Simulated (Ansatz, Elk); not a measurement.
# Bonding as seen by X-rays: NbSi

Structure refinements treat a crystal as free atoms side by side. For a made-up structure of NbSi (cell and positions from a PBE relaxation) the runs below show what the calculated density changes in F(hkl).

Main program and level: Elk 11.2.3 (patched build); DFT, PBE, all-electron APW+lo, Dirac cores, scalar-relativistic bands, static density, no spin.

The structure was built from a prototype and need not be the compound's stable phase.

### 1. Starting point

Symmetry: Fm-3m, No. 225, cubic system. The conventional cell has a = 5.148 Å, b = 5.148 Å, c = 5.148 Å, α = 90.00°, β = 90.00°, γ = 90.00°. Nearest to Nb lie 6 Si at 2.57 Å. Nearest to Si lie 6 Nb at 2.57 Å. Farther neighbours are not listed.

### 2. Ground state and structure factors

An all-electron density is needed, since X-rays see the cores too. Task 0 finds the density and task 195 Fourier-transforms it; tshift is off so that phases refer to the origin typed.

File elk.in:

```
tasks
  0
  195

xctype
  20

spinpol
  .false.

rgkmax
  7.0

gmaxvr
  14.0

lmaxo
  7

lmaxapw
  8

swidth
  0.002

tshift
  .false.

ramdisk
  .false.

hmaxvr
  5.5

maxscl
  120

epspot
  1e-06

sppath
  './'

avec
  -0.00000000000 4.86379634259 4.86379634259
  4.86379634259 0.00000000000 4.86379634259
  4.86379634259 4.86379634259 -0.00000000000

atoms
  2
  'Nb.in'
  1
  0.5000000000 0.5000000000 0.5000000000   0.000000 0.000000 0.000000
  'Si.in'
  1
  -0.0000000000 0.0000000000 0.0000000000   0.000000 0.000000 0.000000

ngridk
  8 8 8
```

On the command line:

```sh
> OMP_NUM_THREADS=4 elk
```

Numbers of over 12 decimals in the logs are rounded to 6 here.

Log:

```text
┌─────────────────────────┐
│ Elk code version 11.2.3 │
└─────────────────────────┘

All units are atomic (Hartree, Bohr, etc.)

┌─────────────────────────────────────────────────┐
│ Ground-state run starting from atomic densities │
└─────────────────────────────────────────────────┘

Lattice vectors :
  -0.000000000       4.863796343       4.863796343
   4.863796343       0.000000000       4.863796343
   4.863796343       4.863796343      -0.000000000

Reciprocal lattice vectors :
 -0.6459136922      0.6459136922      0.6459136922
  0.6459136922     -0.6459136922      0.6459136922
  0.6459136922      0.6459136922     -0.6459136922

Unit cell volume      :    230.1209409
Brillouin zone volume :    1.077912390

Muffin-tin inner radius fraction :   0.1000000000E-01

Nuclei treated as point charges

Species : 1 (Nb)
 parameters loaded from : Nb.in
 name : niobium
 nuclear charge    :   -41.00000000
 electronic charge :    41.00000000
 atomic mass :    169357.9704
 muffin-tin radius :    2.600000000
 number of radial points in muffin-tin :   1193
 inner part over the whole radius :   0.9932322271E-02
 number on inner part of muffin-tin    :    848
 approximate nuclear radius :   0.8268951942E-04
 number of mesh points to nuclear radius :    418
 atomic positions (lattice), magnetic fields (Cartesian) :
  1 :   0.50000000  0.50000000  0.50000000    0.00000000  0.00000000  0.00000000

Species : 2 (Si)
 parameters loaded from : Si.in
 name : silicon
 nuclear charge    :   -14.00000000
 electronic charge :    14.00000000
 atomic mass :    51196.73458
 muffin-tin radius :    2.200000000
 number of radial points in muffin-tin :    793
 inner part over the whole radius :   0.9899632250E-02
 number on inner part of muffin-tin    :    553
 approximate nuclear radius :   0.5963282101E-04
 number of mesh points to nuclear radius :    246
 atomic positions (lattice), magnetic fields (Cartesian) :
  1 :   0.00000000  0.00000000  0.00000000    0.00000000  0.00000000  0.00000000

Total number of atoms per unit cell :    2
Total muffin-tin volume :    118.2244147
 ratio of muffin-tin to unit cell volume :   0.5137490498

Spin treatment :
 spin-unpolarised

Number of Bravais lattice symmetries :   48
Number of crystal symmetries         :   48
Crystal has inversion symmetry
Real symmetric eigensolver will be used

k-point grid :      8     8     8
k-point offset :    0.000000000       0.000000000       0.000000000
k-point set is reduced with full crystal symmetry group
Total number of k-points :       29

Muffin-tin radius times maximum |G+k| :    7.000000000
 using average radius
Maximum |G+k| for APW functions       :    2.916666667
Maximum (1/2)|G+k|²                   :    4.253472222
Maximum |G| for potential and density :    14.00000000
Constant for pseudocharge density :    9
 order of it for each species :   16  16
 order of it for pair densities of each species (exact exchange by exxq0 0: 17) :   11   7
Radial integration step length :    1

G-vector grid sizes :     32    32    32
Number of G-vectors :    10777

Maximum angular momentum used for
 APW functions            :    8
 outer part of muffin-tin :    7
 inner part of muffin-tin :    2

Total nuclear charge    :   -55.00000000
Total core charge       :    38.00000000
Total valence charge    :    17.00000000
Total excess charge     :    0.000000000
Total electronic charge :    55.00000000

Effective Wigner radius, rₛ :   0.9996200246

Number of empty states         :      8
Total number of valence states :     17
Total number of core states    :     38

Third-order local-orbitals added for an l without core states : T
Total number of local-orbitals :     22

Exchange-correlation functional :     20     0     0
 Perdew-Burke-Ernzerhof, Phys. Rev. Lett. 77, 3865 (1996)
 gradient requirement :    1
 generalised gradient approximation (GGA)

Smearing type :    3
 Fermi-Dirac
Smearing width :   0.2000000000E-02
Effective electronic temperature (K) :    631.5500496

Mixing type :    3
[...]
xc potential                :     -176.27886758206
 exchange                    :     -137.05503877531
 correlation                 :     -2.686783
 electron entropic           :    -0.43534469671669E-03
 total energy                :     -4111.0599111312

Density of states at Fermi energy :    34.08449686
 (states/Hartree/unit cell)

Estimated indirect band gap :   0.2755072260E-02
 from k-point 8 to k-point 3
Estimated direct band gap   :   0.2863883716E-01
 at k-point 12

Charges :
 core                        :    38.00000000
 valence                     :    17.00000000
 interstitial                :    3.553918953
 muffin-tins (core leakage)
  species : 1 (Nb)
   atom 1                    :    38.65233192     (  0.6807255346E-06)
  species : 2 (Si)
   atom 1                    :    12.79374913     (  0.1394250328E-02)
 total in muffin-tins        :    51.44608105
 total calculated charge     :    54.99821120
 total charge                :    55.00000000
 error                       :   0.1788803312E-02

RMS change in Kohn-Sham potential (target) :   0.4414312967     (  0.1000000000E-05)
Absolute change in total energy (target)   :   0.1129429336     (  0.1000000000E-03)

[... loops 3 to 13 left out ...]

┌──────────────────┐
│ Loop number : 14 │
└──────────────────┘

Energies :
 Fermi                       :     0.360750
 sum of occupied eigenvalues :     -2423.6453493639
 electron kinetic            :      4244.9987460092
 core electron kinetic       :      4157.8485615301
 Coulomb                     :     -8215.5192341157
 Coulomb potential           :     -6486.4261302395
 nuclear-nuclear             :     -506.64125152389
 electron-nuclear            :     -8943.4774394241
 Hartree                     :      1234.5994568323
 Madelung                    :     -4972.3061689959
 xc potential                :     -182.21796513357
 exchange                    :     -137.31049103611
 correlation                 :     -2.690507
 electron entropic           :    -0.65700937508112E-03
 total energy                :     -4110.5221436428

Density of states at Fermi energy :    52.12685472
 (states/Hartree/unit cell)

Estimated indirect band gap :   0.1770769535E-02
 from k-point 20 to k-point 21
Estimated direct band gap   :   0.2674632919E-01
 at k-point 18

Charges :
 core                        :    38.00000000
 valence                     :    17.00000000
 interstitial                :    3.297312067
 muffin-tins (core leakage)
  species : 1 (Nb)
   atom 1                    :    39.29800917     (  0.6092299571E-06)
  species : 2 (Si)
   atom 1                    :    12.40467876     (  0.1388225482E-02)
 total in muffin-tins        :    51.70268793
 total calculated charge     :    54.99817525
 total charge                :    55.00000000
 error                       :   0.1824753700E-02

RMS change in Kohn-Sham potential (target) :   0.2202894304E-06 (  0.1000000000E-05)
Absolute change in total energy (target)   :   0.8590586731E-04 (  0.1000000000E-03)

Convergence targets achieved

┌──────────────────┐
│ Loop number : 15 │
└──────────────────┘

Energies :
 Fermi                       :     0.360750
 sum of occupied eigenvalues :     -2423.6453518367
 electron kinetic            :      4244.9987459913
 core electron kinetic       :      4157.8485632213
 Coulomb                     :     -8215.5192375127
 Coulomb potential           :     -6486.4261325614
 nuclear-nuclear             :     -506.64125152389
 electron-nuclear            :     -8943.4774442705
 Hartree                     :      1234.5994582817
 Madelung                    :     -4972.3061712320
 xc potential                :     -182.21796526664
 exchange                    :     -137.31049110112
 correlation                 :     -2.690507
 electron entropic           :    -0.65700899864321E-03
 total energy                :     -4110.5221471238

Density of states at Fermi energy :    52.12681235
 (states/Hartree/unit cell)

Estimated indirect band gap :   0.1770782553E-02
 from k-point 20 to k-point 21
Estimated direct band gap   :   0.2674630879E-01
 at k-point 18

Charges :
 core                        :    38.00000000
 valence                     :    17.00000000
 interstitial                :    3.297312078
 muffin-tins (core leakage)
  species : 1 (Nb)
   atom 1                    :    39.29800938     (  0.6092304972E-06)
  species : 2 (Si)
   atom 1                    :    12.40467854     (  0.1388225530E-02)
 total in muffin-tins        :    51.70268792
 total calculated charge     :    54.99817525
 total charge                :    55.00000000
 error                       :   0.1824753958E-02

┌──────────────────────────────┐
│ Self-consistent loop stopped │
└──────────────────────────────┘

Warning : core states of species 2 leak from the muffin-tin :   0.1388225530E-02

Wrote STATE.OUT
```

Wall time 6.1 s (4 threads of Arm Neoverse V2, shared host); peak memory 0.16 GiB; 13 s of CPU time.

SFACRHO.OUT:

```text

h k l indices transformed by vhmat matrix:
   1.000000000       0.000000000       0.000000000    
   0.000000000       1.000000000       0.000000000    
   0.000000000       0.000000000       1.000000000    

      h      k      l  multipl.   |H|            Re(F)            Im(F)           |F|

      0      0      0      1   0.0000000       54.999999      0.29934582E-17   54.999999    
     -1      0      0      8   1.1187553      -23.267587     -0.40485666E-14   23.267587    
     -1      0     -1      6   1.2918274       42.179676      0.79008227E-14   42.179676    
      1      0     -1     12   1.8269198       37.156930     -0.30477901E-14   37.156930    
     -2     -1     -2     24   2.1422534      -18.971115     -0.16489614E-13   18.971115    
      0      2      0      8   2.2375107       34.064099     -0.64393207E-14   34.064099    
     -2      0     -2      6   2.5836548       31.962855      0.12094603E-13   31.962855    
      0     -2      1     24   2.8154725      -16.450431     -0.28585616E-14   16.450431    
     -2      1     -1     24   2.8886138       30.002660      0.56796688E-14   30.002660    
     -3     -2     -3     24   3.1643179       28.433856      0.21506249E-13   28.433856    
     -3      0      0      8   3.3562660      -15.015185     -0.77866470E-14   15.015185    
      1     -2     -2     24   3.3562660      -15.097568     -0.78143939E-14   15.097568    
     -4     -2     -2     12   3.6538396       25.964383      0.19788646E-13   25.964383    
      1      2     -2     48   3.8212769      -14.120624      0.11121152E-13   14.120624    
     -3     -3     -4     24   3.8754822       24.937300      0.23857413E-13   24.937300    
      3      0      3      6   3.8754822       25.009640     -0.14354876E-13   25.009640    
     -1     -3     -4     24   4.0851169       24.060990      0.18492902E-13   24.060990    
      0     -4     -1     24   4.2355393      -13.405716     -0.11266680E-13   13.405716
```

Elk indexes on the primitive cell of elk.in and gives |H| = 4π sin θ/λ in inverse bohr. Below, one row stands for each form hkl of the conventional cell (m members, Friedel mates merged), F is for one primitive cell and the density is static (no thermal factor). Free-atom factors are Waasmaier and Kirfel's, and R is Σm||F|−|F'||/Σm|F|.

```csv
hkl,m,sin θ/λ (Å⁻¹),"abs F, DFT",neutral atoms,diff.
111,8,0.168,23.268,23.586,-0.318
200,6,0.194,42.180,42.370,-0.191
220,12,0.275,37.157,37.331,-0.174
311,24,0.322,18.971,18.831,+0.140
222,8,0.337,34.064,34.097,-0.033
400,6,0.389,31.963,31.736,+0.227
331,24,0.423,16.450,16.366,+0.084
420,24,0.434,30.003,29.896,+0.107
422,24,0.476,28.434,28.391,+0.043
333,8,0.505,15.015,15.027,-0.012
511,24,0.505,15.098,15.027,+0.071
440,12,0.549,25.964,25.999,-0.034
531,48,0.575,14.121,14.159,-0.039
442,24,0.583,24.937,25.001,-0.064
600,6,0.583,25.010,25.001,+0.008
620,24,0.614,24.061,24.095,-0.034
533,24,0.637,13.406,13.485,-0.080
622,24,0.644,23.204,23.260,-0.056
```

### 3. The highest occupied states alone

An energy window below the Fermi level keeps the highest occupied states, to see at which angles they scatter; shallow core shells can lie inside it and anion s states outside. No new self-consistency is needed.

elk.in, as its differences from that of step 2:

```diff
@@ -1,3 +1,2 @@
 tasks
-  0
   195
@@ -40,2 +39,5 @@
 
+wsfac
+  -0.190490 0.660750
+
 sppath
```

On the command line:

```sh
> OMP_NUM_THREADS=4 elk
```

Log:

```text
┌─────────────────────────────────┐
│ Elk code version 11.2.3 started │
└─────────────────────────────────┘

Info(readinput): the functional depends on the density's gradient
 muffin-tin radial points multiplied by    2.00000
 (not where nrmtscf is given)

┌────────────────────┐
│ Current task : 195 │
└────────────────────┘

Info(sfacrho): density structure factors written to SFACRHO.OUT

 Energy window :  -0.1904900000      0.6607500000

┌──────────────────┐
│ Elk code stopped │
└──────────────────┘
```

Run time: 2.3 s. Hardware: 4 threads; peak memory 0.16 GiB.

States within 15 eV below the Fermi level hold 9.00 electrons; any levels below the window count with the cores. Their amplitudes can exceed the total, where window and core parts have opposite phase:

```csv
hkl,sin θ/λ (Å⁻¹),"abs F, window","abs F, all"
111,0.168,0.144,23.268
200,0.194,1.377,42.180
220,0.275,0.137,37.157
311,0.322,0.290,18.971
222,0.337,0.076,34.064
400,0.389,0.083,31.963
331,0.423,0.006,16.450
420,0.434,0.012,30.003
422,0.476,0.019,28.434
333,0.505,0.112,15.015
```

### 4. Another functional

The difference from free atoms is small, so it is set against the change that PBEsol makes.

elk.in, as its differences from that of step 3:

```diff
@@ -1,2 +1,3 @@
 tasks
+  0
   195
@@ -4,3 +5,3 @@
 xctype
-  20
+  22
 
@@ -39,5 +40,2 @@
 
-wsfac
-  -0.190490 0.660750
-
 sppath
```

On the command line:

```sh
> OMP_NUM_THREADS=4 elk
```

Log:

```text
┌─────────────────────────┐
│ Elk code version 11.2.3 │
└─────────────────────────┘

All units are atomic (Hartree, Bohr, etc.)

┌─────────────────────────────────────────────────┐
│ Ground-state run starting from atomic densities │
└─────────────────────────────────────────────────┘

Lattice vectors :
  -0.000000000       4.863796343       4.863796343
   4.863796343       0.000000000       4.863796343
   4.863796343       4.863796343      -0.000000000

Reciprocal lattice vectors :
 -0.6459136922      0.6459136922      0.6459136922
[...]
interstitial                :    3.299261588
 muffin-tins (core leakage)
  species : 1 (Nb)
   atom 1                    :    39.30452897     (  0.6145781555E-06)
  species : 2 (Si)
   atom 1                    :    12.39620944     (  0.1403424902E-02)
 total in muffin-tins        :    51.70073841
 total calculated charge     :    54.99816029
 total charge                :    55.00000000
 error                       :   0.1839706799E-02

┌──────────────────────────────┐
│ Self-consistent loop stopped │
└──────────────────────────────┘

Warning : core states of species 2 leak from the muffin-tin :   0.1403424902E-02

Wrote STATE.OUT
[key lines of the parts left out:]
total energy                :     -4107.9099553661
```

Run time: 6.3 s. Hardware: 4 threads; peak memory 0.16 GiB.

Against the first run R = 0.03 %; the largest change is -0.011 at 200.

### 5. Basis size

A smaller basis shows how fast F responds to it; the change is likely larger than the basis error of the first run, but doesn't show convergence.

elk.in, as its differences from that of step 4:

```diff
@@ -5,3 +5,3 @@
 xctype
-  22
+  20
 
@@ -11,3 +11,3 @@
 rgkmax
-  7.0
+  5.5
```

On the command line:

```sh
> OMP_NUM_THREADS=4 elk
```

Log:

```text
┌─────────────────────────┐
│ Elk code version 11.2.3 │
└─────────────────────────┘

All units are atomic (Hartree, Bohr, etc.)

┌─────────────────────────────────────────────────┐
│ Ground-state run starting from atomic densities │
└─────────────────────────────────────────────────┘

Lattice vectors :
  -0.000000000       4.863796343       4.863796343
   4.863796343       0.000000000       4.863796343
   4.863796343       4.863796343      -0.000000000

Reciprocal lattice vectors :
 -0.6459136922      0.6459136922      0.6459136922
[...]
interstitial                :    3.356803927
 muffin-tins (core leakage)
  species : 1 (Nb)
   atom 1                    :    39.24803342     (  0.6072291292E-06)
  species : 2 (Si)
   atom 1                    :    12.39516266     (  0.1385670551E-02)
 total in muffin-tins        :    51.64319607
 total calculated charge     :    54.99845117
 total charge                :    55.00000000
 error                       :   0.1548831887E-02

┌──────────────────────────────┐
│ Self-consistent loop stopped │
└──────────────────────────────┘

Warning : core states of species 2 leak from the muffin-tin :   0.1385670551E-02

Wrote STATE.OUT
[key lines of the parts left out:]
total energy                :     -4110.4963055783
```

It took 6.1 s on 4 threads; peak memory 0.16 GiB; 13 s of CPU time.

Against the first run R = 0.02 %; the largest change is +0.038 at 222.

### 6. Basis size

The basis and the expansions that go with it are enlarged, to see whether the differences are converged.

elk.in, as its differences from that of step 5:

```diff
@@ -11,12 +11,12 @@
 rgkmax
-  5.5
+  8.5
 
 gmaxvr
-  14.0
+  18.0
 
 lmaxo
-  7
+  9
 
 lmaxapw
-  8
+  10
```

On the command line:

```sh
> OMP_NUM_THREADS=4 elk
```

Log:

```text
┌─────────────────────────┐
│ Elk code version 11.2.3 │
└─────────────────────────┘

All units are atomic (Hartree, Bohr, etc.)

┌─────────────────────────────────────────────────┐
│ Ground-state run starting from atomic densities │
└─────────────────────────────────────────────────┘

Lattice vectors :
  -0.000000000       4.863796343       4.863796343
   4.863796343       0.000000000       4.863796343
   4.863796343       4.863796343      -0.000000000

Reciprocal lattice vectors :
 -0.6459136922      0.6459136922      0.6459136922
[...]
interstitial                :    3.290175935
 muffin-tins (core leakage)
  species : 1 (Nb)
   atom 1                    :    39.30493275     (  0.6095645979E-06)
  species : 2 (Si)
   atom 1                    :    12.40489131     (  0.1388158157E-02)
 total in muffin-tins        :    51.70982406
 total calculated charge     :    54.99860109
 total charge                :    55.00000000
 error                       :   0.1398912954E-02

┌──────────────────────────────┐
│ Self-consistent loop stopped │
└──────────────────────────────┘

Warning : core states of species 2 leak from the muffin-tin :   0.1388158157E-02

Wrote STATE.OUT
[key lines of the parts left out:]
total energy                :     -4110.5242088893
```

Run time: 12 s. Hardware: 4 threads; peak memory 0.16 GiB; 25 s of CPU time.

Against the first run R = 0.01 %; the largest change is +0.006 at 440.

### 7. Settings against the effect

```csv
run,R against the first run (%),"R against neutral atoms, low angle (%)",wall time
"PBE, rgkmax 7",0.00,0.65,6.1 s
PBEsol,0.03,0.66,6.3 s
rgkmax 5.5,0.02,0.69,6.1 s
rgkmax 8.5 with larger expansions,0.01,0.65,12 s
```

### 8. What came out

```json
{
  "R against neutral atoms, sin θ/λ < 0.3 Å⁻¹": "0.65 %",
  "R against neutral atoms, 0.3 to 0.82 Å⁻¹": "0.29 %"
}
```

In words: Independent neutral atoms miss the calculated amplitudes by R = 0.65 % below 0.3 Å⁻¹ and 0.29 % from there to 0.82 Å⁻¹; by shells, 0.65 % 0.15 to 0.3 (3 forms), 0.47 % 0.3 to 0.45 (5 forms), 0.25 % above 0.45 (23 forms). Bonding, aspherical density and the tables' own atoms all enter these figures, and the runs don't part them. The largest change of an amplitude is -0.32 electrons, at 111. The window's part falls from 9.0 electrons at the origin to at most 0.14 between 0.45 and 0.82 Å⁻¹. Below 0.3 Å⁻¹ the changes that finished (PBEsol, rgkmax 5.5 and rgkmax 8.5 with larger expansions) move F by R = 0.04 % at most, against the 0.65 % that separates it from free atoms. The k-mesh has no finished test. These runs have no spin, though d or f shells may be open. Part of the difference isn't bonding: the tables are fits to free atoms and ions calculated by other methods than this functional. Thermal motion, anomalous dispersion and extinction are left out.

[Logs are printed without paths, hosts, clocks, repeated set-up lines and the standing remarks that a program may print on its own settings, such as how far it seeks lower states.]

[Hosts, paths, dates, database ids (printed as entryN), source tags and the programs' standing remarks are cut or masked in the printed files.]
